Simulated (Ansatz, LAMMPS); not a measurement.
# Elastic response of amorphous 42Ga2O3-58Al2O3 (mol %) (95 atoms), part 2 of 4

Aim: relax amorphous 42Ga2O3-58Al2O3 (mol %) (95 atoms), then change its volume and shape to read moduli from the stress.

Ansatz 0.2.0; Kohn-Sham DFT, PBE, PAW (set soft_2), plane waves.

The cell: 16 Ga, 22 Al and 57 O. The quench rate of 100 K/ps is orders of magnitude faster than experiment. The network of bonds at the start is that of the classical potential that made the cell. Sampling is at Γ alone.

So far. Step 2 (Single point at the start): The r.m.s. force at the start is 0.60 eV/Å. Step 3 (Cell and atoms relaxed): The relaxation converged after 13 steps, with a largest force component of 0.016 eV/Å.

### 4. Single point at the relaxed geometry

One more single point at the end of the walk gives the fuller output and checks the residual forces.

The input, input.yaml:

```yaml
crystal:
  lattice:
    - [10.2011, -0.07829, 0.09733]
    - [-0.07829, 10.16156, 0.1714]
    - [0.09733, 0.1714, 9.95483]
  atoms:
    - { symbol: Ga, position: [0.80713, 0.44397, 0.67842] }
    - { symbol: Ga, position: [0.62246, 0.56882, 0.84055] }
    - { symbol: Ga, position: [0.03663, 0.43387, 0.9697] }
    - { symbol: Ga, position: [0.5655, 0.72864, 0.57397] }
    - { symbol: Ga, position: [0.34152, 0.56071, 0.05711] }
    - { symbol: Ga, position: [0.3352, 0.53138, 0.48455] }
    [... 83 atom lines left out ...]
    - { symbol: O, position: [0.30656, 0.72237, 0.9546] }
    - { symbol: O, position: [0.57914, 0.27964, 0.49318] }
    - { symbol: O, position: [0.0011, 0.01281, 0.09291] }
    - { symbol: O, position: [0.24457, 0.60058, 0.63488] }
    - { symbol: O, position: [0.53439, 0.171, 0.1992] }
    - { symbol: O, position: [0.67404, 0.86321, 0.69414] }
kpoints:
  mp_grid: { grid: [1, 1, 1] }
hamiltonian:
  xc: pbe
scf:
  occupations: { method: fixed }
output:
  forces: true
  stress: true
  populations: true
  dos:
    method: { smearing: { sigma: 0.15 } }
    de: 0.1
    projected: { site_lists: { Al: [Al], Ga: [Ga], O: [O] } }
  eigenvalues: true
  write_density: true
  write_potential: true
  volumetric_format: npy
  elf: true
```

On the command line:

```sh
> ansatz run input.yaml --threads 4 --pin off --max-ram 8192MiB --backend cpu --events-out ev --progress --plain --runs-dir out
```

Numbers of over 12 decimals in the logs are rounded to 6 here.

Output:

```text
[...]
Crystal: 95 atoms, lattice volume = 1031.449 Å³
Basis set: ecut = 420 eV, 20159 PW (Γ), exchange–correlation on 144×144×144 points (8 copies of the dense FFT grid, shifted against one another)
Bands: 403, of which v1, the nominal top of the filled ones, is band 308 counted from 1 (307 counted from 0)
Symmetry: 1 space group operations
[...]
k-points: 1
[...]
SCF iter   1: F=—  HF=-104781.117540 eV  |F-HF|=—  |Δ(HF+E_count)|=         —  Δρ=2.41e-3  dr2=5.28e-2  ethr=1.77e-3  ⟨swp⟩=5.0  Hψ=1402  notcnv=0  defer=93
[...]
SCF iter   9: F=-104781.131435 eV  HF=-104781.131435 eV  |F-HF|=9.87e-9  |Δ(HF+E_count)|=   1.69e-7  Δρ=1.72e-6  dr2=3.42e-8  ethr=1.62e-11  ⟨swp⟩=20.0  Hψ=3303  notcnv=0
SCF 1 converged in 9 iterations: F = -104781.131435 eV  dr2 = 3.42e-8
[...]
SCF converged after 9 iterations
Free energy (F): -104781.131435 eV
[...]
Internal energy: -104781.131435 eV  (E = F + TS)
E sigma→0 (E₀):  -104781.131435 eV
Fermi energy:    6.498955 eV
[...]
--- Forces (eV/Å), atoms counted from 1 ---
  atom   1  Ga    -0.00487448    -0.00384504     0.00668844
  atom   2  Ga    -0.00487587     0.00198146     0.00903399
  atom   3  Ga     0.00422206     0.00085639     0.00558606
  atom   4  Ga    -0.01578285     0.00474428     0.00700151
  atom   5  Ga     0.00088092     0.00774456    -0.00110320
  atom   6  Ga     0.00285377     0.00027301    -0.00056006
  atom   7  Ga     0.00465890     0.00398749     0.00427588
  atom   8  Ga     0.00346993    -0.00226256    -0.00015266
  atom   9  Ga     0.00064911    -0.00203972     0.00842108
  atom  10  Ga     0.00849617    -0.00650872    -0.00349659
  atom  11  Ga    -0.01325119    -0.00465109    -0.00005830
  atom  12  Ga     0.00169397    -0.00035222    -0.00758269
  atom  13  Ga    -0.00575828    -0.00073168    -0.00245348
  atom  14  Ga     0.00718254     0.00080455    -0.00552786
[...]
atom  94  O      0.00951641    -0.00189343    -0.00664166
  atom  95  O      0.00982364    -0.00136256    -0.00804130
  max |Σ_I F_I| component: 7.93e-5 eV/Å
--- Stress (GPa, compression-positive) ---
        0.013546       0.002212       0.009283
        0.002225       0.012714       0.001382
        0.009289       0.001386       0.014147
  P = ⅓ Tr σ = 0.0135 GPa (0.135 kbar)
--- Band table (eV) ---
[...]
--- Löwdin populations: 95 sites ---
  site symbol       q [e]
     0     Ga     11.9720
     1     Ga     11.9507
     2     Ga     11.9619
[...]
94      O      6.6905
  spilling = 0.005348 (of n_electrons = 616.000000)
```

The job ended after 18 s (4 threads of Intel Xeon Platinum 8375C at 2.90GHz (Ice Lake), shared host; peak memory 1.6 GiB).

Read from the output:

```yaml
free_energy: -104781.1314 eV
free_energy_per_atom: -1102.9593 eV/atom
scf_cycles: 9
pressure: 0.01347 GPa
r_m_s_force_component: 0.00499 eV/Å
longest_force: 0.01791 eV/Å
fermi_energy: 6.499 eV
spacing_of_highest_filled_and_lowest_empty_level: 2.456 eV
spilling_of_the_projection: 0.005348
```

Löwdin charges by element and coordination (they lack the spilled electrons, 0.035 e an atom on average):

```tsv
element	coordination	atoms	mean charge (e)	spread	least	most
Al	all	22	1.33	0.0257	1.28	1.37
Al	4	9	1.35	0.0124	1.33	1.37
Al	5	10	1.33	0.0134	1.31	1.35
Al	6	3	1.28	0.0081	1.28	1.30
Ga	all	16	1.04	0.0155	1.02	1.07
Ga	4	3	1.06	0.0107	1.05	1.07
Ga	5	9	1.04	0.0084	1.02	1.05
Ga	6	4	1.03	0.0131	1.02	1.05
O	all	57	-0.749	0.0578	-0.854	-0.619
O	3	43	-0.760	0.0573	-0.854	-0.619
O	4	14	-0.717	0.0467	-0.817	-0.63
```

Density of states as counts of states in windows of 1 eV (from the Fermi level), total and the larger projections:

```tsv
from (eV)	to (eV)	total	O p	O s	Ga d
-18	-17	60.8	0.3	45.6	2.8
-17	-16	22.1	0.1	18.1	0.9
-16	-14	0.0	0.0	0.0	0.0
-14	-13	114.6	1.7	1.5	110.7
-13	-12	45.4	0.7	1.9	42.3
-12	-8	0.0	0.0	0.0	0.0
-8	-7	3.2	2.0	0.0	0.0
-7	-6	27.6	18.4	0.6	0.2
-6	-5	34.5	24.9	1.1	0.2
-5	-4	45.0	34.3	1.3	0.3
-4	-3	53.8	44.0	1.1	0.4
-3	-2	64.1	56.6	0.8	0.4
-2	-1	73.2	68.7	0.5	0.5
-1	0	39.8	38.3	0.2	0.2
0	1	0.8	0.8	0.0	0.0
1	2	0.0	0.0	0.0	0.0
2	3	2.0	0.1	0.6	0.0
3	4	0.1	0.0	0.0	0.0
4	5	10.0	2.7	1.6	0.0
```

With fixed occupations the program's Fermi level is the highest filled level; weight inside the gap is the broadening of levels at its edges.

Between -20 and -18 eV lie 31 more states.

The levels nearest the highest filled one (over half full), pooled over k-points and spins:

```tsv
level less the highest filled one (eV)	occupation
-0.482	2
-0.434	2
-0.408	2
-0.336	2
-0.269	2
0	2
2.46	0
4.23	0
4.44	0
4.56	0
4.79	0
4.95	0
```

Electrostatic potential energy in the bc plane at fractional x = 0.324, with atoms of Ga and Al and O within 0.2 Å of it. With pseudopotentials it is smooth inside the atoms' cores, unlike the true potential.

Ten even steps from '0' (-29 eV) to '9' (12 eV), each cell a mean:
```
99999999888999865674001754457
89999998655785237885002557755
89999986455560004876557656755
89999985577552005555568765557
99999986565577667567557645788
99999998655789997567556100599
99999998557999998655577100489
89999997226999999877889633677
79998777558999998889999875555
68986555689998877889999865775
68875576579986434689999864665
78985565578884333378999975445
89987545631154333368999988778
99975778710036433578999999999
99600278841168766889988889999
99500167777899999999987778999
98843575456899999999876567899
88898864445899999999986665799
88899875456799999999988788899
99999987665369988899999999999
99999999985248754578999999999
99999999998787533348999999999
99999999999997433347999999999
99999999999998533357447987778
```
Columns run along b (10.2 Å; values clipped at the 3rd and 97th percentile), rows up along c (10.0 Å). Atoms in or near the plane, at fractional coordinates: Ga at (0.56, 0.06), Ga at (0.53, 0.48), Al at (0.66, 0.79), Al at (0.92, 0.58), Al at (0.33, 0.84), Al at (0.89, 0.91), Al at (0.22, 0.54), O at (0.36, 0.43), O at (0.50, 0.87), O at (0.14, 0.36), O at (0.84, 0.74), O at (0.72, 0.95).

ELF in the bc plane at fractional x = 0.324, with atoms of Ga and Al and O within 0.2 Å of it. It is the smooth field of the valence electrons, not physical close to the nuclei.

Ten even steps from '0' (0.01) to '9' (0.85), each cell a mean:
```
00000000100135542148769960001
10000012101489996238879930000
10000122000598579427997410000
00000010000399789612542244310
00000011110168888300025799851
00000136886212332000059968972
00000258999610012431059957972
11110169999720036775126899961
35531159998610147886202476310
67774015764100124665100110000
67774000111111112232001220000
34432000477642000110014553001
00124412898883000110025553100
02589842785595211111013321000
15987971498885211232001111000
16985883279862001332101245431
14899994023310000111002689862
11455541002321000000002799974
10111110158874100011101589864
00123321389986311112100256542
01356631289996211111000012110
00256630168984210111100000000
00023310025542100012565310000
00000000000001110126999741000
```
Columns run along b (10.2 Å), rows up along c (10.0 Å). Atoms in or near the plane, at fractional coordinates: Ga at (0.56, 0.06), Ga at (0.53, 0.48), Al at (0.66, 0.79), Al at (0.92, 0.58), Al at (0.33, 0.84), Al at (0.89, 0.91), Al at (0.22, 0.54), O at (0.36, 0.43), O at (0.50, 0.87), O at (0.14, 0.36), O at (0.84, 0.74), O at (0.72, 0.95).

The highest filled and lowest empty levels differ by 2.46 eV (at Γ alone); a semilocal functional tends to put such gaps too low. In a disordered cell it changes from sample to sample, and tail or defect levels can set it. Mean Löwdin charges: Al +1.33, Ga +1.04, O -0.75 e (they miss 0.53 % of the electrons, so they add up to more than the cell's charge).

### 5. Volume -3 %

The relaxed cell is scaled evenly and the atoms are relaxed again; the stress at the end gives one point of P(V).

input.yaml, the sections that differ from step 4:

```yaml
crystal:
  lattice:
    - [10.09805, -0.0775, 0.09635]
    - [-0.0775, 10.05891, 0.16967]
    - [0.09635, 0.16967, 9.85427]
  atoms:
    [... the 95 atom lines of step 4 ...]
output:
  forces: true
  eigenvalues: true
  stress: true
relax:
  f_tol: 0.05
  max_steps: 70
# kpoints, hamiltonian, scf: as in step 4
```

Output:

```text
Warning: output.stress: scf.convergence.dr2_threshold = 1e-7 eV (the SCF's general default) is looser than the 9.5e-9 eV advised for a printed stress (1e-10 eV for each atom of the cell: 95). What an SCF threshold leaves in a stress goes as its square root, and in the free energy as the threshold itself, and one threshold admits the most on a small cell: [...]
[...]
Crystal: 95 atoms, lattice volume = 1000.505 Å³
Basis set: ecut = 420 eV, 19555 PW (Γ), exchange–correlation on 144×144×144 points (8 copies of the dense FFT grid, shifted against one another)
Bands: 403, of which v1, the nominal top of the filled ones, is band 308 counted from 1 (307 counted from 0)
Symmetry: 1 space group operations
[...]
k-points: 1
[...]
SCF iter   1: F=—  HF=-104780.567804 eV  |F-HF|=—  |Δ(HF+E_count)|=         —  Δρ=2.48e-3  dr2=5.51e-2  ethr=1.77e-3  ⟨swp⟩=5.0  Hψ=1428  notcnv=0  defer=93
[...]
SCF iter   6: F=-104780.576764 eV  HF=-104780.576761 eV  |F-HF|=3.27e-6  |Δ(HF+E_count)|=   1.33e-5  Δρ=2.08e-5  dr2=4.69e-6  ethr=1.01e-8  ⟨swp⟩=13.0  Hψ=2202  notcnv=0
SCF 1 converged in 6 iterations: F = -104780.576764 eV  dr2 = 4.69e-6
[...]
relax step   1: F+E_penalty+E_count = -104780.57676424 eV  Δ(F+E_penalty+E_count) = +0.000e0 eV  max|allowed force component| = 2.789e-1 eV/Å  Δτ_max = 0.0000 Å  (6 SCF iters, dr2 threshold 6.25e-5 eV, accepted)
[...]
relax step   2: F+E_penalty+E_count = -104780.65459417 eV  Δ(F+E_penalty+E_count) = -7.783e-2 eV  max|allowed force component| = 1.752e-1 eV/Å  Δτ_max = 0.0247 Å  (6 SCF iters, dr2 threshold 4.86e-6 eV, accepted)
[...]
relax step   3: F+E_penalty+E_count = -104780.71437091 eV  Δ(F+E_penalty+E_count) = -5.978e-2 eV  max|allowed force component| = 1.128e-1 eV/Å  Δτ_max = 0.0352 Å  (8 SCF iters, accepted)
relax step   4: F+E_penalty+E_count = -104780.73895669 eV  Δ(F+E_penalty+E_count) = -2.459e-2 eV  max|allowed force component| = 1.403e-1 eV/Å  Δτ_max = 0.2000 Å  (8 SCF iters, dr2 threshold 5.02e-6 eV, accepted)
relax step   5: F+E_penalty+E_count = -104780.75694762 eV  Δ(F+E_penalty+E_count) = -1.799e-2 eV  max|allowed force component| = 1.466e-1 eV/Å  Δτ_max = 0.0531 Å  (6 SCF iters, dr2 threshold 8.16e-6 eV, accepted)
relax step   6: F+E_penalty+E_count = -104780.78838310 eV  Δ(F+E_penalty+E_count) = -3.144e-2 eV  max|allowed force component| = 1.760e-1 eV/Å  Δτ_max = 0.2000 Å  (7 SCF iters, dr2 threshold 2.15e-5 eV, accepted)
relax step   7: F+E_penalty+E_count = -104780.78715971 eV  Δ(F+E_penalty+E_count) = +1.223e-3 eV  max|allowed force component| = 3.962e-1 eV/Å  Δτ_max = 0.0828 Å  (6 SCF iters, dr2 threshold 3.10e-5 eV, rejected (line search))
relax step   8: F+E_penalty+E_count = -104780.81611639 eV  Δ(F+E_penalty+E_count) = -2.773e-2 eV  max|allowed force component| = 5.018e-2 eV/Å  Δτ_max = 0.0414 Å  (9 SCF iters, accepted)
relax step   9: F+E_penalty+E_count = -104780.82413776 eV  Δ(F+E_penalty+E_count) = -8.021e-3 eV  max|allowed force component| = 8.128e-2 eV/Å  Δτ_max = 0.0723 Å  (9 SCF iters, accepted)
[...]
relax step  10: F+E_penalty+E_count = -104780.82663991 eV  Δ(F+E_penalty+E_count) = -2.502e-3 eV  max|allowed force component| = 1.630e-2 eV/Å  Δτ_max = 0.0156 Å  (8 SCF iters, accepted)
SCF converged after 8 iterations
Free energy (F): -104780.826640 eV
[...]
Internal energy: -104780.826640 eV  (E = F + TS)
E sigma→0 (E₀):  -104780.826640 eV
Fermi energy:    6.837207 eV
[...]
--- Forces (eV/Å), atoms counted from 1 ---
  atom   1  Ga     0.00132107    -0.00405416     0.00264390
  atom   2  Ga    -0.00318319    -0.00091157     0.01629593
  atom   3  Ga    -0.00843565     0.00503691    -0.00103926
  atom   4  Ga    -0.01045317     0.00247174    -0.01282174
  atom   5  Ga     0.00948357     0.00326897     0.00646373
  atom   6  Ga     0.00728313     0.00520670    -0.00391779
  atom   7  Ga     0.00365247     0.00599948    -0.00210518
  atom   8  Ga    -0.00437754     0.00214547     0.00761056
  atom   9  Ga    -0.00776666     0.00358387    -0.00668334
  atom  10  Ga     0.01074934    -0.00477326    -0.00638676
  atom  11  Ga    -0.00421690    -0.00105271     0.01407402
  atom  12  Ga     0.00120151     0.00346621     0.00225766
  atom  13  Ga    -0.00784323    -0.00809477    -0.00042800
  atom  14  Ga    -0.00939092    -0.00232276     0.00271890
[...]
atom  94  O     -0.00139754    -0.00137464    -0.00398453
  atom  95  O      0.00426505     0.00235874    -0.00585725
  max |Σ_I F_I| component: 5.50e-5 eV/Å
--- Stress (GPa, compression-positive) ---
        4.022114      -0.271486      -0.013556
       -0.271473       4.692425       0.458652
       -0.013553       0.458655       4.151831
  P = ⅓ Tr σ = 4.2888 GPa (42.888 kbar)
--- Band table (eV) ---
[...]
--- Relaxed structure (10 steps of the walk, 9 accepted, 0 SCFs on fresh bases) ---
  F+E_penalty+E_count = -104780.82663991 eV   max|allowed force component| = 1.630e-2 eV/Å
  atoms:
    - { symbol: Ga, position: [0.807097, 0.445818, 0.679196] }
    - { symbol: Ga, position: [0.623853, 0.577154, 0.840545] }
    - { symbol: Ga, position: [0.033813, 0.430901, 0.962830] }
    - { symbol: Ga, position: [0.557278, 0.711829, 0.558506] }
[...]
- { symbol: O, position: [0.700811, 0.892577, 0.702849] }
```

The job ended after 2.2 min (4 threads; peak memory 1.5 GiB; 7.8 min of CPU time).

The program notes that the SCF threshold is loose for the stress.

The relaxation converged after 10 steps, 0.250 eV below its start, with a largest force component of 0.016 eV/Å.

Volume -3 %: the energy stands 0.305 eV above that of the reference, at a pressure of 4.29 GPa.

### 6. Volume +3 %

The relaxed cell is scaled to another volume.

input.yaml, the sections that differ from step 5:

```yaml
crystal:
  lattice:
    - [10.30211, -0.07907, 0.09829]
    - [-0.07907, 10.26218, 0.1731]
    - [0.09829, 0.1731, 10.0534]
  atoms:
    [... the 95 atom lines of step 4 ...]
# kpoints, hamiltonian, scf, output, relax: as in step 5
```

Output:

```text
[...]
Crystal: 95 atoms, lattice volume = 1062.393 Å³
Basis set: ecut = 420 eV, 20775 PW (Γ), exchange–correlation on 144×144×144 points (8 copies of the dense FFT grid, shifted against one another)
Bands: 403, of which v1, the nominal top of the filled ones, is band 308 counted from 1 (307 counted from 0)
Symmetry: 1 space group operations
[...]
k-points: 1
[...]
SCF iter   1: F=—  HF=-104780.624625 eV  |F-HF|=—  |Δ(HF+E_count)|=         —  Δρ=2.38e-3  dr2=5.24e-2  ethr=1.77e-3  ⟨swp⟩=5.0  Hψ=1393  notcnv=0  defer=93
[...]
SCF iter   5: F=—  HF=-104780.637685 eV  |F-HF|=—  |Δ(HF+E_count)|=   5.95e-5  Δρ=1.01e-4  dr2=9.52e-5  ethr=4.45e-8  ⟨swp⟩=2.0  Hψ=609  notcnv=0  defer=93
SCF iter   6: F=-104780.637703 eV  HF=-104780.637700 eV  |F-HF|=3.42e-6  |Δ(HF+E_count)|=   1.52e-5  Δρ=2.26e-5  dr2=5.76e-6  ethr=1.01e-8  ⟨swp⟩=13.0  Hψ=2182  notcnv=0
SCF 1 converged in 6 iterations: F = -104780.637703 eV  dr2 = 5.76e-6
[...]
relax step   1: F+E_penalty+E_count = -104780.63770331 eV  Δ(F+E_penalty+E_count) = +0.000e0 eV  max|allowed force component| = 2.593e-1 eV/Å  Δτ_max = 0.0000 Å  (6 SCF iters, dr2 threshold 6.25e-5 eV, accepted)
[...]
relax step   2: F+E_penalty+E_count = -104780.71131607 eV  Δ(F+E_penalty+E_count) = -7.361e-2 eV  max|allowed force component| = 1.599e-1 eV/Å  Δτ_max = 0.0272 Å  (6 SCF iters, dr2 threshold 4.20e-6 eV, accepted)
[...]
relax step   3: F+E_penalty+E_count = -104780.76080779 eV  Δ(F+E_penalty+E_count) = -4.949e-2 eV  max|allowed force component| = 1.008e-1 eV/Å  Δτ_max = 0.0295 Å  (9 SCF iters, accepted)
relax step   4: F+E_penalty+E_count = -104780.80392582 eV  Δ(F+E_penalty+E_count) = -4.312e-2 eV  max|allowed force component| = 1.739e-1 eV/Å  Δτ_max = 0.2000 Å  (8 SCF iters, dr2 threshold 3.86e-6 eV, accepted)
relax step   5: F+E_penalty+E_count = -104780.83341769 eV  Δ(F+E_penalty+E_count) = -2.949e-2 eV  max|allowed force component| = 1.307e-1 eV/Å  Δτ_max = 0.1071 Å  (7 SCF iters, dr2 threshold 1.20e-5 eV, accepted)
relax step   6: F+E_penalty+E_count = -104780.84372672 eV  Δ(F+E_penalty+E_count) = -1.031e-2 eV  max|allowed force component| = 5.232e-2 eV/Å  Δτ_max = 0.0530 Å  (6 SCF iters, dr2 threshold 9.65e-6 eV, accepted)
[...]
relax step   7: F+E_penalty+E_count = -104780.84681833 eV  Δ(F+E_penalty+E_count) = -3.092e-3 eV  max|allowed force component| = 1.553e-2 eV/Å  Δτ_max = 0.0221 Å  (8 SCF iters, accepted)
SCF converged after 8 iterations
Free energy (F): -104780.846818 eV
[...]
Internal energy: -104780.846818 eV  (E = F + TS)
E sigma→0 (E₀):  -104780.846818 eV
Fermi energy:    6.241982 eV
[...]
Σ components = -104780.846818   (vs F -104780.846818, Δ=0.00e0)
--- Forces (eV/Å), atoms counted from 1 ---
  atom   1  Ga    -0.00352212     0.00196380     0.00471701
  atom   2  Ga    -0.00246781     0.00352454     0.00185440
  atom   3  Ga     0.00209226     0.00048874     0.00098451
  atom   4  Ga    -0.00204280     0.00099035    -0.00687164
[...]
atom  95  O     -0.00469882    -0.00142663    -0.00349690
  max |Σ_I F_I| component: 6.31e-5 eV/Å
--- Stress (GPa, compression-positive) ---
       -2.840777       0.335410      -0.166919
        0.335421      -2.904225      -0.064584
       -0.166918      -0.064583      -2.805227
  P = ⅓ Tr σ = -2.8501 GPa (-28.501 kbar)
--- Band table (eV) ---
[...]
--- Relaxed structure (7 steps of the walk, 7 accepted, 0 SCFs on fresh bases) ---
  F+E_penalty+E_count = -104780.84681833 eV   max|allowed force component| = 1.553e-2 eV/Å
  atoms:
    - { symbol: Ga, position: [0.799641, 0.441133, 0.681660] }
    - { symbol: Ga, position: [0.619001, 0.567726, 0.843553] }
    - { symbol: Ga, position: [0.039369, 0.434024, 0.972549] }
    - { symbol: Ga, position: [0.565405, 0.725090, 0.573214] }
[...]
- { symbol: O, position: [0.673641, 0.855103, 0.698420] }
```

Elapsed: 94 s, on 4 threads; peak memory 1.6 GiB.

The relaxation converged after 7 steps, 0.209 eV below its start, with a largest force component of 0.016 eV/Å.

Volume +3 %: the energy stands 0.285 eV above that of the reference, at a pressure of -2.85 GPa.

### 7. Volume -6 %

The relaxed cell is scaled to another volume.

Input and log are left out; they have the form of those shown for this kind of step.

Wall time 73 s (4 threads of Intel Xeon Platinum 8375C at 2.90GHz (Ice Lake), shared host); peak memory 1.5 GiB.

The relaxation converged after 8 steps, 0.813 eV below its start, with a largest force component of 0.035 eV/Å.

Volume -6 %: the energy stands 1.53 eV above that of the reference, at a pressure of 7.94 GPa.

(Part 2 of 4 ends here.)

[Logs are printed without paths, hosts, clocks, repeated set-up lines and the standing remarks that a program may print on its own settings, such as how far it seeks lower states.]

[Hosts, paths, dates, database ids (printed as entryN), source tags and the programs' standing remarks are cut or masked in the printed files.]
